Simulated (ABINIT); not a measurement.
Records of electronic-structure calculations.

### Quasiparticle gap of Ba2CaMoO6 (Fm-3m) in ABINIT

The structure is cubic, space group Fm-3m (No. 225). Conventional cell: a = 8.380 Å, b = 8.380 Å, c = 8.380 Å, α = 90.00°, β = 90.00°, γ = 90.00°. Ba has 12 O at 2.97 Å nearest. Ca has 6 O at 2.28 Å nearest. Nearest to Mo lie 6 O at 1.91 Å. Nearest to O lie 1 Mo at 1.91 Å and 1 Ca at 2.28 Å and 4 Ba at 2.97 Å. Farther neighbours, and contacts between anions beyond the nearest, are not listed.

```
Ba Ca Mo O
1.0
     0.00000    4.19006    4.19006
     4.19006    0.00000    4.19006
     4.19006    4.19006    0.00000
Ba Ca Mo O
2 1 1 6
Direct
  0.25000 0.25000 0.25000
  0.75000 0.75000 0.75000
  0.00000 0.00000 0.00000
  0.50000 0.50000 0.50000
  0.72814 0.27186 0.27186
  0.27186 0.72814 0.27186
  0.27186 0.72814 0.72814
  0.72814 0.27186 0.72814
  0.27186 0.27186 0.72814
  0.72814 0.72814 0.27186
```

```yaml
method: RPA screening on LDA, plane waves, norm-conserving pseudopotentials (and 2 further levels or steps)
program: ABINIT 10.8.3
settings: cutoff 36 Ha, PseudoDojo scalar-relativistic 0.4.1 standard, norm-conserving, ngkpt (2, 2, 2), nband 219, ecuteps 4.8 Ha, inclvkb 2, shiftk (0, 0, 0), symchi 1, awtr 1, frequency ppm, 2×2×2 k-mesh
cost: 4 runs, 4.5 min in all on 8 MPI ranks of Arm Neoverse V1, shared host
notes: The program’s warnings: nproc spkpt=  >= nkpt= * nsppol=. The cell and positions come from the Crystallography Open Database and are kept as given unless a step says otherwise. Limits: no spin-orbit coupling. The 2×2×2 mesh is coarse for this cell, which bears on the long-range parts of exchange and screening.
lda_gap: 2.13 eV, indirect
g0w0_gap_on_the_mesh: 3.71 eV
gw_settings: 2×2×2 mesh, 219 bands, screening to 130.6 eV, Godby-Needs plasmon pole
known_limits: short of the basis limit; no spin-orbit coupling; coarse k mesh
```

G0W0 moves the gap on the mesh from 2.13 eV to 3.71 eV (+1.58 eV), with Z of 0.77 and 0.81 at the edges. Local fields lower the RPA ε∞ on this mesh from 6.46 to 5.28; a Γ-centred mesh this coarse tends to raise both, most where the direct gap is narrow, while a short band sum lowers them.

[Long decimals in the printed logs are rounded to 6 places.]

[Logs are printed without paths, hosts, clocks, repeated set-up lines and the standing remarks that a program may print on its own settings, such as how far it seeks lower states.]

[Paths, hosts, dates, memory and timing lines, banners, echoed tables and standing remarks are left out of the program output; an Ansatz launch command may be rebuilt from the run's recorded settings. Measured values are a selection of at most five: reports struck by readers or far from the other reports are left out. None is set beside runs whose start may be inverted or whose files or cutoffs have a known fault.]

[Runs of the session that timed out or met a known fault of the program may be left out.]

[Hosts, paths, dates, database ids (printed as entryN), source tags and the programs' standing remarks are cut or masked in the printed files.]

[G0W0 gaps are taken among the corrected bands and points alone; a level outside them can change the order at an edge.]

[Where Ansatz stands beside ABINIT at settings called matched, ABINIT's density can come from a denser mesh and the files from another edition; pairs whose starting gaps differed by over 0.03 eV were left out, so agreement reads better than it is.]
